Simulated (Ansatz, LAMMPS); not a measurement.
# Elastic response of glassy 29TiO2-71Al2O3 (mol %) (137 atoms), part 2 of 4

Aim: relax glassy 29TiO2-71Al2O3 (mol %) (137 atoms), then change its volume and shape to read moduli from the stress.

Ansatz 0.2.0; Kohn-Sham DFT, LDA, PAW (set soft_2), plane waves.

The cell: 9 Ti, 44 Al and 84 O. The quench rate of 300 K/ps is orders of magnitude faster than experiment. The network of bonds at the start is that of the classical potential that made the cell. Sampling is at Γ alone.

So far. Step 2 (Single point at the start): The r.m.s. force at the start is 1.0 eV/Å. Step 3 (Cell and atoms relaxed): The relaxation converged after 28 steps, with a largest force component of 0.023 eV/Å.

### 4. Single point at the relaxed geometry

One more single point at the end of the walk gives the fuller output and checks the residual forces.

The input, input.yaml:

```yaml
crystal:
  lattice:
    - [11.35792, 0.10887, 0.08371]
    - [0.10887, 11.21289, -0.00613]
    - [0.08371, -0.00613, 11.68259]
  atoms:
    - { symbol: Ti, position: [0.4492, 0.79047, 0.40679] }
    - { symbol: Ti, position: [0.33634, 0.5177, 0.8287] }
    - { symbol: Ti, position: [0.14561, 0.75921, 0.4398] }
    - { symbol: Ti, position: [0.79391, 0.42122, 0.55789] }
    - { symbol: Ti, position: [0.26045, 0.35124, 0.06346] }
    - { symbol: Ti, position: [0.82403, 0.72254, 0.51913] }
    [... 125 atom lines left out ...]
    - { symbol: O, position: [0.42052, 0.63436, 0.90382] }
    - { symbol: O, position: [0.00343, 0.6151, 0.69561] }
    - { symbol: O, position: [0.14758, 0.36318, 0.50784] }
    - { symbol: O, position: [0.57644, 0.77133, 0.77653] }
    - { symbol: O, position: [0.31755, 0.07181, 0.85206] }
    - { symbol: O, position: [0.36947, 0.29355, 0.16341] }
kpoints:
  mp_grid: { grid: [1, 1, 1] }
hamiltonian:
  xc: lda
scf:
  occupations: { method: fixed }
output:
  forces: true
  stress: true
  populations: intrinsic
  dos:
    method: { smearing: { sigma: 0.15 } }
    de: 0.1
    projected: { site_lists: { Al: [Al], O: [O], Ti: [Ti] } }
  eigenvalues: true
  write_density: true
  write_potential: true
  volumetric_format: npy
```

Run with:

```
$ ansatz run input.yaml --threads 4 --pin off --max-ram 8192MiB --backend cpu --events-out ev --progress --plain --runs-dir out
```

Output:

```text
[...]
Crystal: 137 atoms, lattice volume = 1487.620 Å³
Basis set: ecut = 420 eV, 29065 PW (Γ)
Bands: 509, of which v1, the nominal top of the filled ones, is band 372 counted from 1 (371 counted from 0)
Symmetry: 1 space group operations
[...]
k-points: 1
[...]
SCF iter   1: F=—  HF=-91453.948164 eV  |F-HF|=—  |Δ(HF+E_count)|=         —  Δρ=1.62e-2  dr2=3.74e0  ethr=1.77e-3  ⟨swp⟩=5.0  Hψ=1795  notcnv=0  defer=133
[...]
SCF iter  13: F=-91452.935100 eV  HF=-91452.935100 eV  |F-HF|=8.15e-10  |Δ(HF+E_count)|=   5.11e-9  Δρ=9.71e-7  dr2=1.58e-8  ethr=1.34e-11  ⟨swp⟩=7.0  Hψ=2584  notcnv=0
SCF 1 converged in 13 iterations: F = -91452.935100 eV  dr2 = 1.58e-8
[...]
SCF converged after 13 iterations
Free energy (F): -91452.935100 eV
[...]
Internal energy: -91452.935100 eV  (E = F + TS)
E sigma→0 (E₀):  -91452.935100 eV
Fermi energy:    5.334706 eV
[...]
--- Forces (eV/Å), atoms counted from 1 ---
  atom   1  Ti    -0.01059410     0.00770904    -0.00672238
  atom   2  Ti    -0.00713553    -0.00298154     0.01299709
  atom   3  Ti     0.00956359    -0.00206119     0.00378112
  atom   4  Ti     0.00311082    -0.01488173     0.00399684
  atom   5  Ti     0.00386521     0.00077766    -0.00121614
  atom   6  Ti     0.00092425     0.01689585    -0.00131601
  atom   7  Ti    -0.00125218     0.00724787     0.01162771
  atom   8  Ti    -0.01344574     0.00389042    -0.00869881
  atom   9  Ti     0.00378906     0.00890973     0.00126385
  atom  10  Al     0.00237112    -0.00893186    -0.00075296
  atom  11  Al    -0.00021659    -0.00249798     0.00548456
  atom  12  Al     0.00878818     0.00625639    -0.00124507
  atom  13  Al     0.00689942     0.00171908     0.00057805
  atom  14  Al    -0.00374199    -0.01106386    -0.00052665
[...]
atom 136  O      0.00607651     0.00281636    -0.00471397
  atom 137  O      0.00532841    -0.00654740     0.00566056
  max |Σ_I F_I| component: 1.15e-4 eV/Å
--- Stress (GPa, compression-positive) ---
        0.009122      -0.001050       0.000205
       -0.001050       0.012100       0.001401
        0.000205       0.001401       0.039669
  P = ⅓ Tr σ = 0.0203 GPa (0.203 kbar)
--- Band table (eV) ---
[...]
--- intrinsic populations: 137 sites ---
  site symbol       q [e]
     0     Ti     10.7293
     1     Ti     10.5779
     2     Ti     10.6170
[...]
136      O      6.6416
  spilling = -0.000000 (of n_electrons = 744.000000)
```

Elapsed: 37 s, on 4 threads of Arm Neoverse V2, shared host; peak memory 2.1 GiB.

The run gave:

```yaml
free_energy: -91452.9351 eV
free_energy_per_atom: -667.5397 eV/atom
scf_cycles: 13
pressure: 0.0203 GPa
r_m_s_force_component: 0.00541 eV/Å
longest_force: 0.02618 eV/Å
fermi_energy: 5.335 eV
spacing_of_highest_filled_and_lowest_empty_level: 2.954 eV
```

Intrinsic-atomic-orbital charges by element and coordination:

| element | coordination | atoms | mean charge (e) | spread | least | most |
| --- | --- | --- | --- | --- | --- | --- |
| Al | all | 44 | 1.28 | 0.0335 | 1.19 | 1.33 |
| Al | 4 | 21 | 1.30 | 0.0227 | 1.26 | 1.33 |
| Al | 5 | 17 | 1.28 | 0.0253 | 1.23 | 1.31 |
| Al | 6 | 6 | 1.23 | 0.0245 | 1.19 | 1.26 |
| O | all | 84 | -0.817 | 0.0862 | -0.918 | -0.494 |
| O | 2 | 9 | -0.716 | 0.146 | -0.918 | -0.494 |
| O | 3 | 66 | -0.826 | 0.0698 | -0.909 | -0.639 |
| O | 4 | 9 | -0.855 | 0.0122 | -0.873 | -0.835 |
| Ti | all | 9 | 1.37 | 0.0452 | 1.27 | 1.44 |
| Ti | 4 | 1 | 1.27 | 0 | 1.27 | 1.27 |
| Ti | 5 | 5 | 1.37 | 0.0115 | 1.36 | 1.39 |
| Ti | 6 | 3 | 1.40 | 0.0394 | 1.35 | 1.44 |

States in the cell by windows of 1 eV, zero at the Fermi level; the larger projections on atomic orbitals stand beside the total:

| from (eV) | to (eV) | total | O p | Ti d | Al p |
| --- | --- | --- | --- | --- | --- |
| -10 | -7 | 0.0 | 0.0 | 0.0 | 0.0 |
| -7 | -6 | 30.5 | 22.5 | 0.5 | 2.0 |
| -6 | -5 | 47.3 | 35.4 | 1.5 | 4.4 |
| -5 | -4 | 71.1 | 54.9 | 3.5 | 7.9 |
| -4 | -3 | 85.5 | 69.5 | 5.2 | 6.5 |
| -3 | -2 | 95.3 | 83.0 | 4.2 | 4.6 |
| -2 | -1 | 97.5 | 89.6 | 2.6 | 2.4 |
| -1 | 0 | 72.9 | 69.0 | 1.2 | 1.2 |
| 0 | 1 | 3.9 | 3.7 | 0.0 | 0.1 |
| 1 | 2 | 0.0 | 0.0 | 0.0 | 0.0 |
| 2 | 3 | 2.4 | 0.2 | 2.0 | 0.0 |
| 3 | 4 | 32.5 | 4.5 | 25.5 | 0.7 |
| 4 | 5 | 22.9 | 4.0 | 15.3 | 0.8 |

With fixed occupations the program's Fermi level is the highest filled level; weight inside the gap is the broadening of levels at its edges.

Between -26 and -10 eV lie 168 more states.

The levels nearest the highest filled one (over half full), pooled over k-points and spins:

| level less the highest filled one (eV) | occupation |
| --- | --- |
| -0.197 | 2 |
| -0.154 | 2 |
| -0.0994 | 2 |
| -0.0833 | 2 |
| -0.0267 | 2 |
| 0 | 2 |
| 2.95 | 0 |
| 3.03 | 0 |
| 3.06 | 0 |
| 3.10 | 0 |
| 3.14 | 0 |
| 3.26 | 0 |

Electrostatic potential energy in the ab plane at fractional z = 0.063, with atoms of Ti and Al and O within 0.2 Å of it. With pseudopotentials it is smooth inside the atoms' cores, unlike the true potential.

Ten even steps from '0' (-32 eV) to '9' (13 eV), each cell a mean:
```
99999999999987557646313888999999
99999998888888556555000689999999
99999987557888765677424899999999
99999975445789987888777899999999
99999875445789731476555789999999
99999987767889500164675589999999
99899999888888743575565689999999
95369999998755568887656789999999
84369999998556547888788999999998
56789999998557646884369999778876
65689999998755567884368996103755
75588999999888888876678885002656
45687688888899998765568898668864
77888775457899999876678999999987
99998741003799999744789999999999
99998720002689999300499999999999
68999852014799999400599999999996
04999986667899999866899999999950
04999963489999998877789999999850
79999810058999964677889999987776
89999841168889610068898788876567
89999998888888710179998788886667
99999999998888865689998888887788
99999999999988655568888888998899
```
Columns run along a (11.4 Å; values clipped at the 3rd and 97th percentile), rows up along b (11.2 Å). Atoms in or near the plane, at fractional coordinates: Ti at (0.26, 0.35), Al at (0.42, 0.61), Al at (0.66, 0.75), Al at (0.51, 0.96), Al at (0.00, 0.53), O at (0.51, 0.12), O at (0.84, 0.53), O at (0.58, 0.33), O at (0.99, 0.24), O at (0.66, 0.93), O at (0.23, 0.17).

Valence density in the ab plane at fractional z = 0.063, with atoms of Ti and Al and O within 0.2 Å of it. It is the smooth field of the valence electrons, not physical close to the nuclei.

Ten steps, logarithmic in the rise over the least value, from '0' (0.0 e/Å³) to '9' (9.5 e/Å³), each cell a mean:
```
00011110012343211135776421112211
00123221112344311135898521000000
00123322222232222224676420000000
00122222222212344322333210000000
00011112222112577642211110000000
01111111222113688753111211000000
24432111233222467542111211000001
46763112333322233322222111000002
46763111233211112234432111111112
34432100112211112246653123454222
12222111011221222246653235886421
01233332123332211234432236887421
11235543223432111122221124564321
11234444544321001233211011221111
00112358985311012466421000000000
21101269997311013688631000000012
54210147875321113688631000000245
86411134432211112355421000001368
86311356642111122332211110001368
54212479863111356542122322111245
21101468753112589853224543222222
10000234432112578752124443233332
10000011111112355532122332235432
00000000011222222222343221234431
```
Columns run along a (11.4 Å), rows up along b (11.2 Å). Atoms in or near the plane, at fractional coordinates: Ti at (0.26, 0.35), Al at (0.42, 0.61), Al at (0.66, 0.75), Al at (0.51, 0.96), Al at (0.00, 0.53), O at (0.51, 0.12), O at (0.84, 0.53), O at (0.58, 0.33), O at (0.99, 0.24), O at (0.66, 0.93), O at (0.23, 0.17).

Filled and empty levels are parted by 2.95 eV (at Γ alone); a semilocal functional tends to put such gaps too low. In a disordered cell it changes from sample to sample, and tail or defect levels can set it. Mean intrinsic-atomic-orbital charges: Al +1.28, O -0.82, Ti +1.37 e. The largest share in the top eV of filled states is O p (96 % of the projected weight), and in the lowest eV of empty states Ti d (80 % of the projected weight).

### 5. Volume -3 %

The relaxed cell is scaled evenly and the atoms are relaxed again; the stress at the end gives one point of P(V).

input.yaml, the sections that differ from step 4:

```yaml
crystal:
  lattice:
    - [11.24319, 0.10777, 0.08286]
    - [0.10777, 11.09962, -0.00607]
    - [0.08286, -0.00607, 11.56458]
  atoms:
    [... the 137 atom lines of step 4 ...]
output:
  forces: true
  eigenvalues: true
  stress: true
relax:
  f_tol: 0.05
  max_steps: 70
# kpoints, hamiltonian, scf: as in step 4
```

Output:

```text
Warning: output.stress: scf.convergence.dr2_threshold = 1e-7 eV (the SCF's general default) is looser than the 1.08e-8 eV advised for a printed stress (1e-10 eV for each atom of the cell: 137, of which 108 are counted). What an SCF threshold leaves in a stress goes as its square root, and in the free energy as the threshold itself, and one threshold admits the most on a small cell: [...]
[...]
Crystal: 137 atoms, lattice volume = 1442.992 Å³
Basis set: ecut = 420 eV, 28217 PW (Γ)
Bands: 509, of which v1, the nominal top of the filled ones, is band 372 counted from 1 (371 counted from 0)
Symmetry: 1 space group operations
[...]
k-points: 1
[...]
SCF iter   1: F=—  HF=-91453.065494 eV  |F-HF|=—  |Δ(HF+E_count)|=         —  Δρ=1.62e-2  dr2=3.62e0  ethr=1.77e-3  ⟨swp⟩=5.0  Hψ=1808  notcnv=0  defer=134
[...]
SCF iter   8: F=-91452.068121 eV  HF=-91452.068142 eV  |F-HF|=2.07e-5  |Δ(HF+E_count)|=   1.63e-5  Δρ=4.20e-5  dr2=2.93e-5  ethr=8.40e-9  ⟨swp⟩=17.0  Hψ=2849  notcnv=0
SCF 1 converged in 8 iterations: F = -91452.068121 eV  dr2 = 2.93e-5
[...]
relax step   1: F+E_penalty+E_count = -91452.06812114 eV  Δ(F+E_penalty+E_count) = +0.000e0 eV  max|allowed force component| = 4.503e-1 eV/Å  Δτ_max = 0.0000 Å  (8 SCF iters, dr2 threshold 6.25e-5 eV, accepted)
[...]
relax step   2: F+E_penalty+E_count = -91452.23120337 eV  Δ(F+E_penalty+E_count) = -1.631e-1 eV  max|allowed force component| = 2.595e-1 eV/Å  Δτ_max = 0.0381 Å  (6 SCF iters, dr2 threshold 1.27e-5 eV, accepted)
[...]
relax step   3: F+E_penalty+E_count = -91452.35753221 eV  Δ(F+E_penalty+E_count) = -1.263e-1 eV  max|allowed force component| = 1.395e-1 eV/Å  Δτ_max = 0.0663 Å  (8 SCF iters, dr2 threshold 4.21e-6 eV, accepted)
relax step   4: F+E_penalty+E_count = -91452.33921159 eV  Δ(F+E_penalty+E_count) = +1.832e-2 eV  max|allowed force component| = 4.042e-1 eV/Å  Δτ_max = 0.1370 Å  (9 SCF iters, dr2 threshold 5.62e-6 eV, rejected (line search))
relax step   5: F+E_penalty+E_count = -91452.39680246 eV  Δ(F+E_penalty+E_count) = -3.927e-2 eV  max|allowed force component| = 1.771e-1 eV/Å  Δτ_max = 0.0666 Å  (10 SCF iters, accepted)
relax step   6: F+E_penalty+E_count = -91452.40742203 eV  Δ(F+E_penalty+E_count) = -1.062e-2 eV  max|allowed force component| = 6.313e-2 eV/Å  Δτ_max = 0.0618 Å  (7 SCF iters, dr2 threshold 9.06e-6 eV, accepted)
[...]
relax step   7: F+E_penalty+E_count = -91452.40860126 eV  Δ(F+E_penalty+E_count) = -1.179e-3 eV  max|allowed force component| = 3.288e-2 eV/Å  Δτ_max = 0.0203 Å  (9 SCF iters, accepted)
SCF converged after 9 iterations
Free energy (F): -91452.408601 eV
[...]
Internal energy: -91452.408601 eV  (E = F + TS)
E sigma→0 (E₀):  -91452.408601 eV
Fermi energy:    5.700067 eV
[...]
--- Forces (eV/Å), atoms counted from 1 ---
  atom   1  Ti     0.00684485     0.02395327     0.01815462
  atom   2  Ti    -0.00280542    -0.01235635     0.00084880
  atom   3  Ti    -0.00964122     0.01231611    -0.01108782
  atom   4  Ti     0.00104780    -0.02510921    -0.00536128
  atom   5  Ti     0.01233922    -0.02375208    -0.00040837
  atom   6  Ti    -0.01818094     0.00089836     0.01585033
  atom   7  Ti    -0.01096512     0.02476801     0.00549489
  atom   8  Ti    -0.00142318    -0.00312405     0.01853125
  atom   9  Ti    -0.00994322     0.01878283    -0.00964610
  atom  10  Al     0.00273840    -0.00649140    -0.00265580
  atom  11  Al    -0.00968972     0.00100923    -0.00819662
  atom  12  Al    -0.00732492    -0.00486710    -0.00333936
  atom  13  Al     0.00243084    -0.00848674    -0.01421867
  atom  14  Al    -0.00287766     0.00018906     0.01412229
[...]
atom 136  O     -0.00283767    -0.00567137     0.00484226
  atom 137  O     -0.00612799    -0.00513558    -0.00267457
  max |Σ_I F_I| component: 2.05e-4 eV/Å
--- Stress (GPa, compression-positive) ---
        3.777686      -0.154823       0.143609
       -0.154823       3.969944      -0.056063
        0.143609      -0.056063       4.022259
  P = ⅓ Tr σ = 3.9233 GPa (39.233 kbar)
--- Band table (eV) ---
[...]
--- Relaxed structure (7 steps of the walk, 6 accepted, 0 SCFs on fresh bases) ---
  F+E_penalty+E_count = -91452.40860126 eV   max|allowed force component| = 3.288e-2 eV/Å
  atoms:
    - { symbol: Ti, position: [0.454386, 0.789401, 0.406134] }
    - { symbol: Ti, position: [0.332262, 0.515657, 0.830576] }
    - { symbol: Ti, position: [0.146798, 0.761305, 0.438827] }
    - { symbol: Ti, position: [0.793228, 0.421201, 0.558929] }
[...]
- { symbol: O, position: [0.368900, 0.294201, 0.166075] }
```

The job ended after 2.6 min (4 threads; peak memory 2.1 GiB).

The program notes that the SCF threshold is loose for the stress.

The relaxation converged after 7 steps, 0.340 eV below its start, with a largest force component of 0.033 eV/Å.

Volume -3 %: the energy stands 0.526 eV above that of the reference, at a pressure of 3.92 GPa.

### 6. Volume +3 %

The relaxed cell is scaled to another volume.

input.yaml, the sections that differ from step 5:

```yaml
crystal:
  lattice:
    - [11.47038, 0.10995, 0.08454]
    - [0.10995, 11.32392, -0.00619]
    - [0.08454, -0.00619, 11.79827]
  atoms:
    [... the 137 atom lines of step 4 ...]
# kpoints, hamiltonian, scf, output, relax: as in step 5
```

Output:

```text
[...]
Crystal: 137 atoms, lattice volume = 1532.249 Å³
Basis set: ecut = 420 eV, 29951 PW (Γ)
Bands: 509, of which v1, the nominal top of the filled ones, is band 372 counted from 1 (371 counted from 0)
Symmetry: 1 space group operations
[...]
k-points: 1
[...]
SCF iter   1: F=—  HF=-91453.189215 eV  |F-HF|=—  |Δ(HF+E_count)|=         —  Δρ=1.62e-2  dr2=3.88e0  ethr=1.77e-3  ⟨swp⟩=5.0  Hψ=1799  notcnv=0  defer=132
[...]
SCF iter   7: F=—  HF=-91452.159079 eV  |F-HF|=—  |Δ(HF+E_count)|=   6.55e-5  Δρ=8.94e-5  dr2=1.56e-4  ethr=8.29e-8  ⟨swp⟩=2.0  Hψ=728  notcnv=0  defer=135
SCF iter   8: F=-91452.159035 eV  HF=-91452.159068 eV  |F-HF|=3.29e-5  |Δ(HF+E_count)|=   1.05e-5  Δρ=5.04e-5  dr2=4.64e-5  ethr=8.40e-9  ⟨swp⟩=16.0  Hψ=3190  notcnv=0
SCF 1 converged in 8 iterations: F = -91452.159035 eV  dr2 = 4.64e-5
[...]
relax step   1: F+E_penalty+E_count = -91452.15903545 eV  Δ(F+E_penalty+E_count) = +0.000e0 eV  max|allowed force component| = 3.823e-1 eV/Å  Δτ_max = 0.0000 Å  (8 SCF iters, dr2 threshold 6.25e-5 eV, accepted)
[...]
relax step   2: F+E_penalty+E_count = -91452.30847944 eV  Δ(F+E_penalty+E_count) = -1.494e-1 eV  max|allowed force component| = 2.146e-1 eV/Å  Δτ_max = 0.0394 Å  (7 SCF iters, dr2 threshold 9.14e-6 eV, accepted)
[...]
relax step   3: F+E_penalty+E_count = -91452.40897855 eV  Δ(F+E_penalty+E_count) = -1.005e-1 eV  max|allowed force component| = 1.261e-1 eV/Å  Δτ_max = 0.0536 Å  (8 SCF iters, dr2 threshold 2.88e-6 eV, accepted)
relax step   4: F+E_penalty+E_count = -91452.28638806 eV  Δ(F+E_penalty+E_count) = +1.226e-1 eV  max|allowed force component| = 8.698e-1 eV/Å  Δτ_max = 0.2000 Å  (9 SCF iters, dr2 threshold 5.01e-6 eV, rejected (line search))
relax step   5: F+E_penalty+E_count = -91452.44667298 eV  Δ(F+E_penalty+E_count) = -3.769e-2 eV  max|allowed force component| = 1.106e-1 eV/Å  Δτ_max = 0.0881 Å  (11 SCF iters, accepted)
relax step   6: F+E_penalty+E_count = -91452.47500971 eV  Δ(F+E_penalty+E_count) = -2.834e-2 eV  max|allowed force component| = 6.992e-2 eV/Å  Δτ_max = 0.1000 Å  (8 SCF iters, dr2 threshold 4.22e-6 eV, accepted)
relax step   7: F+E_penalty+E_count = -91452.48821421 eV  Δ(F+E_penalty+E_count) = -1.320e-2 eV  max|allowed force component| = 9.298e-2 eV/Å  Δτ_max = 0.1500 Å  (11 SCF iters, accepted)
relax step   8: F+E_penalty+E_count = -91452.36674681 eV  Δ(F+E_penalty+E_count) = +1.215e-1 eV  max|allowed force component| = 6.453e-1 eV/Å  Δτ_max = 0.2000 Å  (9 SCF iters, dr2 threshold 3.46e-6 eV, rejected (line search))
relax step   9: F+E_penalty+E_count = -91452.50791599 eV  Δ(F+E_penalty+E_count) = -1.970e-2 eV  max|allowed force component| = 1.469e-1 eV/Å  Δτ_max = 0.0953 Å  (11 SCF iters, accepted)
relax step  10: F+E_penalty+E_count = -91452.51046632 eV  Δ(F+E_penalty+E_count) = -2.550e-3 eV  max|allowed force component| = 3.196e-1 eV/Å  Δτ_max = 0.0960 Å  (7 SCF iters, dr2 threshold 2.16e-5 eV, accepted)
relax step  11: F+E_penalty+E_count = -91452.56250021 eV  Δ(F+E_penalty+E_count) = -5.203e-2 eV  max|allowed force component| = 1.023e-1 eV/Å  Δτ_max = 0.1500 Å  (6 SCF iters, dr2 threshold 1.00e-4 eV, accepted)
relax step  12: F+E_penalty+E_count = -91452.52374183 eV  Δ(F+E_penalty+E_count) = +3.876e-2 eV  max|allowed force component| = 4.831e-1 eV/Å  Δτ_max = 0.1825 Å  (11 SCF iters, rejected (line search))
relax step  13: F+E_penalty+E_count = -91452.58627217 eV  Δ(F+E_penalty+E_count) = -2.377e-2 eV  max|allowed force component| = 7.399e-2 eV/Å  Δτ_max = 0.0912 Å  (10 SCF iters, accepted)
relax step  14: F+E_penalty+E_count = -91452.56390483 eV  Δ(F+E_penalty+E_count) = +2.237e-2 eV  max|allowed force component| = 1.290e-1 eV/Å  Δτ_max = 0.1000 Å  (10 SCF iters, rejected (line search))
relax step  15: F+E_penalty+E_count = -91452.58879351 eV  Δ(F+E_penalty+E_count) = -2.521e-3 eV  max|allowed force component| = 5.741e-2 eV/Å  Δτ_max = 0.0151 Å  (10 SCF iters, accepted)
[...]
relax step  16: F+E_penalty+E_count = -91452.59017414 eV  Δ(F+E_penalty+E_count) = -1.381e-3 eV  max|allowed force component| = 3.857e-2 eV/Å  Δτ_max = 0.0149 Å  (8 SCF iters, accepted)
SCF converged after 8 iterations
Free energy (F): -91452.590174 eV
[...]
Internal energy: -91452.590174 eV  (E = F + TS)
E sigma→0 (E₀):  -91452.590174 eV
Fermi energy:    5.074912 eV
[...]
Σ components = -91452.590174   (vs F -91452.590174, Δ=0.00e0)
--- Forces (eV/Å), atoms counted from 1 ---
  atom   1  Ti     0.00666877     0.03108706     0.01051139
  atom   2  Ti    -0.00464454     0.00398669     0.00547190
  atom   3  Ti    -0.00342365     0.01187208    -0.00294187
  atom   4  Ti    -0.00065597     0.00860372     0.00435898
[...]
atom 137  O     -0.00217187    -0.01135302     0.00417433
  max |Σ_I F_I| component: 2.82e-4 eV/Å
--- Stress (GPa, compression-positive) ---
       -2.828949       0.358948      -0.016763
        0.358948      -2.649398      -0.177394
       -0.016763      -0.177393      -2.893422
  P = ⅓ Tr σ = -2.7906 GPa (-27.906 kbar)
--- Band table (eV) ---
[...]
--- Relaxed structure (16 steps of the walk, 12 accepted, 0 SCFs on fresh bases) ---
  F+E_penalty+E_count = -91452.59017414 eV   max|allowed force component| = 3.857e-2 eV/Å
  atoms:
    - { symbol: Ti, position: [0.444852, 0.792653, 0.408107] }
    - { symbol: Ti, position: [0.344876, 0.516677, 0.828999] }
    - { symbol: Ti, position: [0.146404, 0.754040, 0.447106] }
    - { symbol: Ti, position: [0.795338, 0.419859, 0.557347] }
[...]
- { symbol: O, position: [0.366858, 0.292642, 0.164082] }
```

Run time: 6.5 min. Hardware: 4 threads; peak memory 2.2 GiB; 25 min of CPU time.

The relaxation converged after 16 steps, 0.431 eV below its start, with a largest force component of 0.039 eV/Å.

Volume +3 %: the energy stands 0.345 eV above that of the reference, at a pressure of -2.79 GPa.

(Part 2 of 4 ends here.)

[Long decimals in the printed logs are rounded to 6 places.]

[Logs are printed without paths, hosts, clocks, repeated set-up lines and the standing remarks that a program may print on its own settings, such as how far it seeks lower states.]

[Hosts, paths, dates, database ids (printed as entryN), source tags and the programs' standing remarks are cut or masked in the printed files.]
